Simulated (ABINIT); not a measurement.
An input for ABINIT 10.8.3 (H6PbCBr3N (Pm)):

```
acell 3*1.0 Angstrom
rprim 
  6.038531000000 -0.000000000000 -0.000000000000
  -0.000000000000 6.059680000000 0.000000000000
  -0.007679000000 0.000000000000 6.128174000000
ntypat 5
znucl 1 82 6 35 7
natom 12
typat 1 1 1 1 1 1 2 3 4 4 4 5
xred 
  0.218258000000 0.862101000000 0.968190000000
  0.177786000000 -0.000000000000 0.198636000000
  0.825095000000 0.851944000000 0.061619000000
  0.869341000000 -0.000000000000 0.811715000000
  0.825095000000 0.148056000000 0.061619000000
  0.218258000000 0.137899000000 0.968190000000
  0.475266000000 0.500000000000 0.477994000000
  0.897311000000 -0.000000000000 0.988520000000
  0.430028000000 0.500000000000 0.972748000000
  0.434852000000 -0.000000000000 0.512708000000
  0.966538000000 0.500000000000 0.440736000000
  0.140606000000 -0.000000000000 0.032465000000
pp_dirpath "pseudos"
pseudos "H.upf, Pb.upf, C.upf, Br.upf, N.upf"
ecut 37
ngkpt 2 2 2
nshiftk 1
shiftk 0 0 0
kptopt 1
chksymbreak 0
istwfk *1
occopt 1
irdwfk 1
optdriver 4
nband 182
gwcalctyp 0
ecutsigx 37
symsigma 1
nkptgw 2
kptgw 
  0.5000000000 0.5000000000 0.5000000000
  0.0000000000 0.0000000000 0.0000000000
bdgw 
  43 46
  43 46
ecuteps 4
irdscr 1
ppmodel 1
zcut 1.0 eV
indata_prefix "in"
outdata_prefix "out"
tmpdata_prefix "tmp"
```

```sh
OMP_NUM_THREADS=1 mpirun -n 16 abinit run.abi > log
```

Q: Estimate wall time and host memory on 16 MPI ranks of Arm Neoverse N1, shared host.

It took 37 s; on shared hardware allow 18 s to 73 s. Peak host memory was 7.0 GiB.

[Paths, hosts, dates, memory and timing lines, banners, echoed tables and standing remarks are left out of the program output.]

[Logs are printed without paths, hosts, clocks, repeated set-up lines and the standing remarks that a program may print on its own settings, such as how far it seeks lower states.]

[Runs of the session that timed out or met a known fault of the program may be left out.]

[Hosts, paths, dates, database ids (printed as entryN), source tags and the programs' standing remarks are cut or masked in the printed files.]

[G0W0 gaps are taken among the corrected bands and points alone; a level outside them can change the order at an edge.]

[Where Ansatz stands beside ABINIT at settings called matched, ABINIT's density can come from a denser mesh and the files from another edition; pairs whose starting gaps differed by over 0.03 eV were left out, so agreement reads better than it is.]
